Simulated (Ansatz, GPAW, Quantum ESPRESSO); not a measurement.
# Photoemission of the MXene Zr3C2 with O ends, part 4 of 8

Wanted: the XPS lines and the band structure of the MXene Zr3C2 with O ends.

Ansatz 0.2.0, Quantum ESPRESSO 7.5 and GPAW 26.7.0; DFT, LDA, plane-wave PAW, default files, scalar-relativistic (the session's first sound run).

So far, work function, upper face (eV): step 2 (relaxation) 5.42; step 3 (layer-resolved bands, DOS and potential) 5.42.

## 5. Quantum ESPRESSO: planar potential

Level of this step: DFT, LDA, plane waves, ultrasoft GBRV pseudopotentials, scalar-relativistic (Quantum ESPRESSO).

pp.x writes the bare plus Hartree potential and average.x takes its planar mean, whose flat part in the vacuum is the vacuum level.

The input, pp.in:

```
&inputpp
  prefix = 'pes'
  outdir = './tmp'
  filplot = 'v.dat'
  plot_num = 11
/
```

The input, average.in:

```
1
v.dat
1.0
400
3
3.779
```

Started as:

```bash
$ OMP_NUM_THREADS=1 pp.x -in pp.in > pp.out
$ OMP_NUM_THREADS=1 average.x < average.in > average.out
```

The program printed:

```text
[banner, memory and clock lines left out]
Program POST-PROC v.7.5 starts

          URL

     ./tmp/pes.save/

     IMPORTANT: XC functional enforced from input :
     Exchange-correlation= PZ
                           (   1   1   0   0   0   0   0)
     Any further DFT definition will be discarded
     Please, verify this is what you really want

     G-vector sticks info

     Check: negative core charge=   -0.000001

     negative rho (up, down):  1.902E-01 0.000E+00

     Calling punch_plot, plot_num =  11
     Writing data to file  v.dat
     Message from routine chdens:
     namelist plot not found or invalid, exiting
```

Elapsed: 1.7 s, on 1 MPI rank of Arm Neoverse V2, shared host.

Numbers from this step:

- work function, upper face: 5.423 eV
- work function, lower face: 5.423 eV

The planar mean, electrostatic potential oscillates, so the rows of the table below give means over windows of 0.87 Å about each position, cut where the curve ends. Its maxima inside the range that stand out by 2 % of the span (Å: eV): 9.06: -4.91, 9.93: -5.24, 11.77: -5.24, 12.64: -4.91. Its minima: 8.08: -25.8, 9.49: -7.41, 10.85: -25.0, 12.21: -7.41, 13.62: -25.8.

From the Fermi level. Table of planar mean, electrostatic potential by z; means over each step:

z (Å), planar mean, electrostatic potential (eV) and a bar from the least value:
```
     0.43        5.4 ##############################
     1.30        5.4 ##############################
     2.17        5.4 ##############################
     3.04        5.4 ##############################
     3.91        5.4 ##############################
     4.78        5.4 ##############################
     5.65        5.3 ##############################
     6.52        2.0 ##########################
     7.39      -12.9 ##########
     8.26      -21.1 #
     9.13       -6.5 #################
    10.00       -7.8 ###############
    10.87      -21.2 #
    11.74       -7.3 ################
    12.61       -6.7 #################
    13.48      -21.7 
    14.35      -11.9 ###########
    15.22        2.6 ###########################
    16.09        5.3 ##############################
    16.96        5.4 ##############################
    17.83        5.4 ##############################
    18.70        5.4 ##############################
    19.57        5.4 ##############################
    20.44        5.4 ##############################
    21.31        5.4 ##############################
```

## 6. Projected DOS and spectra

projwfc.x splits the states by atom and shell, which the spectra need, since each shell has its own cross section.

The input, projwfc.in:

```
&projwfc
  prefix = 'pes'
  outdir = './tmp'
  filpdos = 'pes'
  ngauss = 0
  degauss = 0.01102
  DeltaE = 0.05
  Emin = -27.11
  Emax = 14.89
/
```

Started as:

```bash
$ OMP_NUM_THREADS=1 mpirun -n 8 projwfc.x -in projwfc.in > projwfc.out
```

The program printed:

```text
[banner, memory and clock lines left out]
Program PROJWFC v.7.5 starts

          URL

     ./tmp/pes.save/

     IMPORTANT: XC functional enforced from input :
     Exchange-correlation= PZ
                           (   1   1   0   0   0   0   0)
     Any further DFT definition will be discarded
     Please, verify this is what you really want

     Check: negative core charge=   -0.000001

     negative rho (up, down):  1.902E-01 0.000E+00

     Gaussian broadening (read from input): ngauss,degauss=   0    0.011020

     Calling projwave ....
     one sub-group per band group will be used

     linear algebra parallelized on   4 procs

  Problem Sizes
  natomwfc =           55
  nx       =           28
  nbnd     =           36
  nkstot   =           19
  npwx     =          758
  nkb      =           96

     Atomic states used for projection
     (read from pseudopotential files):

     state #   1: atom   1 (O  ), wfc  1 (l=0 m= 1)
     state #   2: atom   1 (O  ), wfc  2 (l=1 m= 1)
     state #   3: atom   1 (O  ), wfc  2 (l=1 m= 2)
     state #   4: atom   1 (O  ), wfc  2 (l=1 m= 3)
     state #   5: atom   2 (Zr ), wfc  1 (l=0 m= 1)
     state #   6: atom   2 (Zr ), wfc  2 (l=1 m= 1)
     state #   7: atom   2 (Zr ), wfc  2 (l=1 m= 2)
     state #   8: atom   2 (Zr ), wfc  2 (l=1 m= 3)
     state #   9: atom   2 (Zr ), wfc  3 (l=2 m= 1)
     state #  10: atom   2 (Zr ), wfc  3 (l=2 m= 2)
     state #  11: atom   2 (Zr ), wfc  3 (l=2 m= 3)
     state #  12: atom   2 (Zr ), wfc  3 (l=2 m= 4)
     state #  13: atom   2 (Zr ), wfc  3 (l=2 m= 5)
     state #  14: atom   2 (Zr ), wfc  4 (l=0 m= 1)
     state #  15: atom   2 (Zr ), wfc  5 (l=1 m= 1)
     state #  16: atom   2 (Zr ), wfc  5 (l=1 m= 2)
     state #  17: atom   2 (Zr ), wfc  5 (l=1 m= 3)
     state #  18: atom   3 (C  ), wfc  1 (l=0 m= 1)
     state #  19: atom   3 (C  ), wfc  2 (l=1 m= 1)
     state #  20: atom   3 (C  ), wfc  2 (l=1 m= 2)
     state #  21: atom   3 (C  ), wfc  2 (l=1 m= 3)
     state #  22: atom   4 (Zr ), wfc  1 (l=0 m= 1)
     state #  23: atom   4 (Zr ), wfc  2 (l=1 m= 1)
     state #  24: atom   4 (Zr ), wfc  2 (l=1 m= 2)
[...]
state #  35: atom   5 (C  ), wfc  1 (l=0 m= 1)
     state #  36: atom   5 (C  ), wfc  2 (l=1 m= 1)
     state #  37: atom   5 (C  ), wfc  2 (l=1 m= 2)
     state #  38: atom   5 (C  ), wfc  2 (l=1 m= 3)
[...]
state #  44: atom   6 (Zr ), wfc  3 (l=2 m= 2)
     state #  45: atom   6 (Zr ), wfc  3 (l=2 m= 3)
     state #  46: atom   6 (Zr ), wfc  3 (l=2 m= 4)
     state #  47: atom   6 (Zr ), wfc  3 (l=2 m= 5)
     state #  48: atom   6 (Zr ), wfc  4 (l=0 m= 1)
     state #  49: atom   6 (Zr ), wfc  5 (l=1 m= 1)
     state #  50: atom   6 (Zr ), wfc  5 (l=1 m= 2)
     state #  51: atom   6 (Zr ), wfc  5 (l=1 m= 3)
     state #  52: atom   7 (O  ), wfc  1 (l=0 m= 1)
     state #  53: atom   7 (O  ), wfc  2 (l=1 m= 1)
     state #  54: atom   7 (O  ), wfc  2 (l=1 m= 2)
     state #  55: atom   7 (O  ), wfc  2 (l=1 m= 3)

 k =   0.0000000000  0.0000000000  0.0000000000
==== e(   1) =   -45.72060 eV ====
     psi = 0.464*[#   5]+0.464*[#  39]+0.024*[#  31]+0.008*[#  14]+0.008*[#  48]
          +0.005*[#  19]+0.005*[#  36]+0.003*[#   9]+0.003*[#  43]+0.003*[#  26]
          +0.002*[#   2]+0.002*[#  22]+0.002*[#  53]+0.001*[#   1]+0.001*[#  52]

    |psi|^2 = 1.000
==== e(   2) =   -45.71915 eV ====
     psi = 0.430*[#   5]+0.430*[#  39]+0.113*[#  32]+0.005*[#  19]+0.005*[#  36]
          +0.003*[#   9]+0.003*[#  43]+0.002*[#   2]+0.002*[#  53]+0.001*[#  15]
          +0.001*[#  49]
    |psi|^2 = 1.000
==== e(   3) =   -44.87188 eV ====
     psi = 0.868*[#  22]+0.036*[#  15]+0.036*[#  49]+0.011*[#  14]+0.011*[#  48]
          +0.011*[#  19]+0.011*[#  36]+0.006*[#  26]+0.002*[#   9]+0.002*[#  43]

    |psi|^2 = 1.000
==== e(   4) =   -24.13232 eV ====
     psi = 0.419*[#   6]+0.419*[#  40]+0.082*[#  23]+0.020*[#  32]+0.012*[#   1]
          +0.012*[#  52]+0.009*[#  15]+0.009*[#  49]+0.006*[#  18]+0.006*[#  35]

    |psi|^2 = 1.000
==== e(   5) =   -24.04135 eV ====
     psi = 0.466*[#   6]+0.466*[#  40]+0.013*[#   1]+0.013*[#  52]+0.012*[#  31]
          +0.007*[#  15]+0.007*[#  49]+0.003*[#  18]+0.003*[#  35]+0.002*[#  14]
          +0.002*[#  48]+0.001*[#  19]+0.001*[#  36]+0.001*[#  26]
    |psi|^2 = 1.000
==== e(   6) =   -23.53779 eV ====
     psi = 0.237*[#   7]+0.237*[#   8]+0.237*[#  41]+0.237*[#  42]+0.010*[#  16]
          +0.010*[#  17]+0.010*[#  50]+0.010*[#  51]+0.002*[#   3]+0.002*[#   4]
          +0.002*[#  54]+0.002*[#  55]
    |psi|^2 = 1.000
==== e(   7) =   -23.53779 eV ====
     psi = 0.237*[#   7]+0.237*[#   8]+0.237*[#  41]+0.237*[#  42]+0.010*[#  16]
          +0.010*[#  17]+0.010*[#  50]+0.010*[#  51]+0.002*[#   3]+0.002*[#   4]
          +0.002*[#  54]+0.002*[#  55]
    |psi|^2 = 1.000
==== e(   8) =   -23.53709 eV ====
     psi = 0.237*[#   7]+0.237*[#   8]+0.237*[#  41]+0.237*[#  42]+0.010*[#  16]
          +0.010*[#  17]+0.010*[#  50]+0.010*[#  51]+0.002*[#   3]+0.002*[#   4]
          +0.002*[#  54]+0.002*[#  55]
    |psi|^2 = 1.000
==== e(   9) =   -23.53709 eV ====
     psi = 0.237*[#   7]+0.237*[#   8]+0.237*[#  41]+0.237*[#  42]+0.010*[#  16]
          +0.010*[#  17]+0.010*[#  50]+0.010*[#  51]+0.002*[#   3]+0.002*[#   4]
          +0.002*[#  54]+0.002*[#  55]
    |psi|^2 = 1.000
==== e(  10) =   -23.07716 eV ====
     psi = 0.850*[#  23]+0.046*[#   6]+0.046*[#  40]+0.012*[#  14]+0.012*[#  48]
          +0.005*[#  15]+0.005*[#  49]+0.004*[#  18]+0.004*[#  35]+0.004*[#  19]
          +0.004*[#  36]+0.002*[#   1]+0.002*[#  32]+0.002*[#  52]
    |psi|^2 = 1.000
==== e(  11) =   -22.69113 eV ====
     psi = 0.476*[#  24]+0.476*[#  25]+0.019*[#  33]+0.019*[#  34]+0.002*[#  20]
          +0.002*[#  21]+0.002*[#  37]+0.002*[#  38]
    |psi|^2 = 1.000
==== e(  12) =   -22.69113 eV ====
     psi = 0.476*[#  24]+0.476*[#  25]+0.019*[#  33]+0.019*[#  34]+0.002*[#  20]
          +0.002*[#  21]+0.002*[#  37]+0.002*[#  38]
    |psi|^2 = 1.000
==== e(  13) =   -15.21422 eV ====
     psi = 0.360*[#   1]+0.360*[#  52]+0.081*[#  14]+0.081*[#  48]+0.015*[#   6]
          +0.015*[#  40]+0.014*[#  15]+0.014*[#  49]+0.010*[#   5]+0.010*[#   9]
          +0.010*[#  39]+0.010*[#  43]+0.008*[#  31]+0.003*[#   2]+0.003*[#  53]

    |psi|^2 = 0.999
==== e(  14) =   -15.20402 eV ====
     psi = 0.357*[#   1]+0.357*[#  52]+0.065*[#  14]+0.065*[#  48]+0.032*[#  32]
          +0.020*[#  15]+0.020*[#  49]+0.015*[#   6]+0.015*[#  40]+0.011*[#   5]
          +0.011*[#  39]+0.010*[#   9]+0.010*[#  43]+0.003*[#   2]+0.003*[#  53]
          +0.001*[#  23]+0.001*[#  19]+0.001*[#  36]
    |psi|^2 = 0.999
==== e(  15) =    -7.60215 eV ====
[...]
+0.003*[#   5]+0.003*[#  39]+0.002*[#  32]
[...]
+0.002*[#  50]+0.002*[#  51]+0.001*[#  24]+0.001*[#  25]
[...]
+0.002*[#  50]+0.002*[#  51]+0.001*[#  24]+0.001*[#  25]
[...]
+0.002*[#  22]+0.001*[#  31]
[...]
+0.001*[#  21]+0.001*[#  37]+0.001*[#  38]
[...]
+0.001*[#  21]+0.001*[#  37]+0.001*[#  38]
[...]
+0.013*[#  48]+0.002*[#   5]+0.002*[#  39]
[...]
k =   0.0000000000  0.0962250448  0.0000000000
[...]
+0.001*[#  52]
[...]
+0.001*[#  51]+0.001*[#   5]+0.001*[#  39]
[...]
+0.001*[#   7]+0.001*[#   8]+0.001*[#  41]+0.001*[#  42]
[...]
+0.001*[#  19]+0.001*[#  33]+0.001*[#  34]
[...]
+0.002*[#  55]+0.002*[#   1]+0.002*[#  52]
[...]
+0.002*[#  54]+0.002*[#  55]+0.001*[#   1]+0.001*[#  52]
[...]
+0.002*[#  54]+0.002*[#  55]
[...]
+0.002*[#  54]+0.002*[#  55]
[...]
+0.001*[#  52]
[...]
+0.001*[#  26]+0.001*[#  49]
[...]
+0.002*[#  21]+0.002*[#  37]+0.002*[#  38]
[...]
+0.002*[#   8]+0.002*[#  41]+0.002*[#  42]
[...]
+0.002*[#   8]+0.002*[#  41]+0.002*[#  42]+0.001*[#  23]
[...]
+0.002*[#  25]+0.001*[#  19]+0.001*[#  36]
[...]
+0.001*[#   4]+0.001*[#  54]+0.001*[#  55]
[...]
+0.001*[#  21]+0.001*[#  37]+0.001*[#  38]
[...]
+0.001*[#  42]
[...]
+0.001*[#  42]
[...]
+0.001*[#   7]+0.001*[#   8]+0.001*[#  41]+0.001*[#  42]
[...]
+0.001*[#   5]+0.001*[#  39]+0.001*[#  33]+0.001*[#  34]
[...]
+0.001*[#  33]+0.001*[#  34]
[...]
+0.001*[#  33]+0.001*[#  34]
[...]
+0.002*[#  48]+0.001*[#  31]
[...]
+0.001*[#  54]+0.001*[#  55]
[...]
+0.001*[#   3]+0.001*[#   4]+0.001*[#  54]+0.001*[#  55]
[...]
+0.002*[#  54]+0.002*[#  55]
[...]
k =   0.0000000000  0.1924500897  0.0000000000
[...]
+0.001*[#  43]
[...]
+0.001*[#   5]+0.001*[#   9]+0.001*[#  39]+0.001*[#  43]
[...]
+0.001*[#  27]+0.001*[#  28]
[...]
+0.002*[#  33]+0.002*[#  34]+0.002*[#  18]+0.002*[#  35]
[...]
+0.001*[#   2]+0.001*[#  19]+0.001*[#  36]+0.001*[#  53]
[...]
+0.003*[#  54]+0.003*[#  55]+0.001*[#  24]+0.001*[#  25]
[...]
+0.004*[#  50]+0.004*[#  51]+0.003*[#  18]+0.003*[#  35]
[...]
+0.002*[#  53]
[...]
+0.001*[#  30]
[...]
+0.001*[#  40]
[...]
+0.002*[#  51]
[...]
+0.002*[#  28]
[...]
k =   0.0000000000  0.2886751345  0.0000000000
[...]
+0.002*[#  36]
[...]
+0.001*[#  38]
[...]
+0.002*[#  48]
[...]
+0.001*[#  53]
[...]
k =   0.0000000000  0.3849001794  0.0000000000
[...]
+0.001*[#   1]+0.001*[#  52]
[...]
+0.001*[#  50]+0.001*[#  51]
[...]
+0.003*[#  12]+0.003*[#  13]+0.003*[#  46]+0.003*[#  47]
[...]
k =   0.0000000000  0.4811252242  0.0000000000
[...]
+0.002*[#  37]+0.002*[#  38]+0.001*[#  19]+0.001*[#  36]
[...]
+0.003*[#  49]+0.002*[#  19]+0.002*[#  36]
[...]
+0.002*[#  26]+0.001*[#  31]
[...]
+0.002*[#  35]+0.001*[#  31]
[...]
+0.002*[#  21]+0.002*[#  37]+0.002*[#  38]
[...]
+0.001*[#  10]+0.001*[#  11]+0.001*[#  44]+0.001*[#  45]
[...]
+0.002*[#  41]+0.002*[#  42]
[...]
+0.002*[#  39]
[...]
+0.002*[#  23]
[...]
+0.001*[#  21]+0.001*[#  37]+0.001*[#  38]
[...]
==== e(  1
[... cut ...]
*[#  52]+0.002*[#  12]+0.002*[#  13]+0.002*[#  46]
[...]
+0.002*[#  49]
[...]
+0.002*[#  28]
[...]
+0.001*[#  21]
[...]
+0.001*[#  45]+0.001*[#  50]+0.001*[#  51]
[...]
+0.002*[#  15]+0.002*[#  49]+0.002*[#   6]+0.002*[#  40]
[...]
+0.002*[#   6]+0.002*[#  40]+0.002*[#  15]+0.002*[#  49]
[...]
+0.002*[#  42]+0.002*[#   1]+0.002*[#  52]
[...]
+0.001*[#  15]+0.001*[#  43]+0.001*[#  49]
[...]
+0.003*[#  40]+0.002*[#  22]
[...]
+0.001*[#  18]+0.001*[#  35]+0.001*[#   6]+0.001*[#  40]
[...]
+0.001*[#   7]+0.001*[#   8]+0.001*[#  41]+0.001*[#  42]
[...]
+0.002*[#  42]+0.002*[#  52]
[...]
+0.001*[#  25]
[...]
==== e(  29) =     4.19538 eV ====
     psi = 0.114*[#  26]+0.055*[#  29]+0.055*[#  30]+0.054*[#  20]+0.054*[#  21]
[...]
|psi|^2 = 0.981
==== e(  30) =     5.20114 eV ====
     psi = 0.154*[#   9]+0.154*[#  43]+0.058*[#  12]+0.058*[#  13]+0.058*[#  46]
[...]
+0.002*[#  15]+0.002*[#  49]+0.001*[#  33]+0.001*[#  34]
    |psi|^2 = 0.986
==== e(  31) =     6.03265 eV ====
     psi = 0.199*[#   9]+0.199*[#  43]+0.074*[#  26]+0.047*[#  29]+0.047*[#  30]
[...]
+0.001*[#  55]
    |psi|^2 = 0.981
==== e(  32) =     6.47306 eV ====
     psi = 0.183*[#   9]+0.183*[#  43]+0.069*[#  12]+0.069*[#  13]+0.069*[#  46]
[...]
+0.001*[#  29]+0.001*[#  30]+0.001*[#  35]
    |psi|^2 = 0.987
==== e(  33) =     6.54381 eV ====
     psi = 0.128*[#  26]+0.122*[#   9]+0.122*[#  43]+0.051*[#  12]+0.051*[#  13]
[...]
|psi|^2 = 0.988
==== e(  34) =     7.12944 eV ====
     psi = 0.113*[#   9]+0.113*[#  43]+0.066*[#  12]+0.066*[#  13]+0.066*[#  46]
[...]
+0.002*[#  48]+0.001*[#   1]+0.001*[#  52]
    |psi|^2 = 0.987
==== e(  35) =     7.54203 eV ====
     psi = 0.109*[#  12]+0.109*[#  13]+0.109*[#  46]+0.109*[#  47]+0.068*[#  10]
[...]
+0.011*[#  31]+0.009*[#  29]+0.009*[#  30]+0.009*[#  27]+0.009*[#  28]
          +0.008*[#   9]+0.008*[#  43]+0.003*[#   3]+0.003*[#   4]+0.003*[#  54]
          +0.003*[#  55]+0.003*[#  15]+0.003*[#  49]+0.002*[#  14]+0.002*[#  48]
          +0.002*[#  19]+0.002*[#  36]
    |psi|^2 = 0.992
==== e(  36) =     7.87652 eV ====
     psi = 0.123*[#  26]+0.072*[#  29]+0.072*[#  30]+0.057*[#  27]+0.057*[#  28]
          +0.057*[#  12]+0.057*[#  13]+0.057*[#  46]+0.057*[#  47]+0.051*[#  10]
          +0.051*[#  11]+0.051*[#  44]+0.051*[#  45]+0.028*[#  20]+0.028*[#  21]
          +0.028*[#  37]+0.028*[#  38]+0.012*[#  19]+0.012*[#  36]+0.006*[#  14]
          +0.006*[#  48]+0.004*[#   2]+0.004*[#  53]+0.003*[#   9]+0.003*[#  43]
          +0.003*[#   3]+0.003*[#   4]+0.003*[#  54]+0.003*[#  55]+0.001*[#  15]
          +0.001*[#  49]
    |psi|^2 = 0.991

 k =   0.1666666667  0.5773502691  0.0000000000
```

Elapsed: 1.1 s, on 8 MPI ranks.

This step gave:

| Item | Value |
| --- | --- |
| share of occupied states in no projected shell | 0.0017 of the occupied states in the window |
| DOS at the Fermi level | 0.6877 states/eV/cell |

The DOS has structure finer than the step of the table below, so its rows give means over 2 eV, whole bins alone (the curve runs from -29.4 to 3.32 eV). Peaks (eV: height): total -26.7: 20.1, -25.9: 12.3, -17.7: 10.3, -4.6: 10.1; O 2p -5.2: 5.04, -4.6: 6.47; Zr 4d -4.6: 2.26, -2.7: 2.54, -2.1: 2.21, 2.0: 3.33; C 2p -2.7: 3.31, -2.1: 3.01, -1.2: 2.17, 2.0: 0.504; Zr 5p -17.7: 1.43, -9.2: 0.893, -5.2: 0.401, -2.7: 0.796.

Table of DOS by E, zero at the Fermi level; means over each step; 7 of 9 lines; values in states/eV/cell:

| E (eV) | total | O 2p | Zr 4d | C 2p | Zr 5p | C 2s | Zr 5s |
| --- | --- | --- | --- | --- | --- | --- | --- |
| -28 | 1.76 | 0.0205 | 0.0170 | 0.0185 | 0.0309 | 0.00681 | 0.0136 |
| -26 | 7.23 | 0.0564 | 0.0384 | 0.0913 | 0.133 | 0.0230 | 0.0234 |
| -24 | 0 | 0 | 0 | 0 | 0 | 0 | 0 |
| -22 | 0 | 0 | 0 | 0 | 0 | 0 | 0 |
| -20 | 0 | 0 | 0 | 0 | 0 | 0 | 0 |
| -18 | 2.00 | 0.00419 | 0.186 | 0.00135 | 0.276 | 0.00141 | 0.0771 |
| -16 | 0 | 0 | 0 | 0 | 0 | 0 | 0 |
| -14 | 0 | 0 | 0 | 0 | 0 | 0 | 0 |
| -12 | 0 | 0 | 0 | 0 | 0 | 0 | 0 |
| -10 | 1.48 | 0.0152 | 0.311 | 0.00492 | 0.302 | 0.692 | 0.145 |
| -8 | 0.520 | 0.00528 | 0.0924 | 0.00241 | 0.127 | 0.269 | 0.0190 |
| -6 | 2.13 | 1.22 | 0.570 | 0.134 | 0.0862 | 0.0203 | 0.0824 |
| -4 | 4.66 | 2.80 | 0.986 | 0.480 | 0.201 | 0.0445 | 0.102 |
| -2 | 4.52 | 0.543 | 1.48 | 2.09 | 0.312 | 0.0241 | 0.0469 |
| 0 | 1.16 | 0.164 | 0.465 | 0.457 | 0.0409 | 0.00440 | 0.00663 |
| 2 | 2.24 | 0.182 | 1.69 | 0.254 | 0.0232 | 0.0210 | 0.0215 |

[end of part 4 of 8]

[Logs are printed without paths, hosts, clocks, repeated set-up lines and the standing remarks that a program may print on its own settings, such as how far it seeks lower states.]

[Hosts, paths, dates, database ids (printed as entryN), source tags and the programs' standing remarks are cut or masked in the printed files.]

[Maps of the electrostatic potential energy from Ansatz leave out the sawtooth potential of an applied field or a dipole correction, so their vacuum need not be flat; work functions include it.]
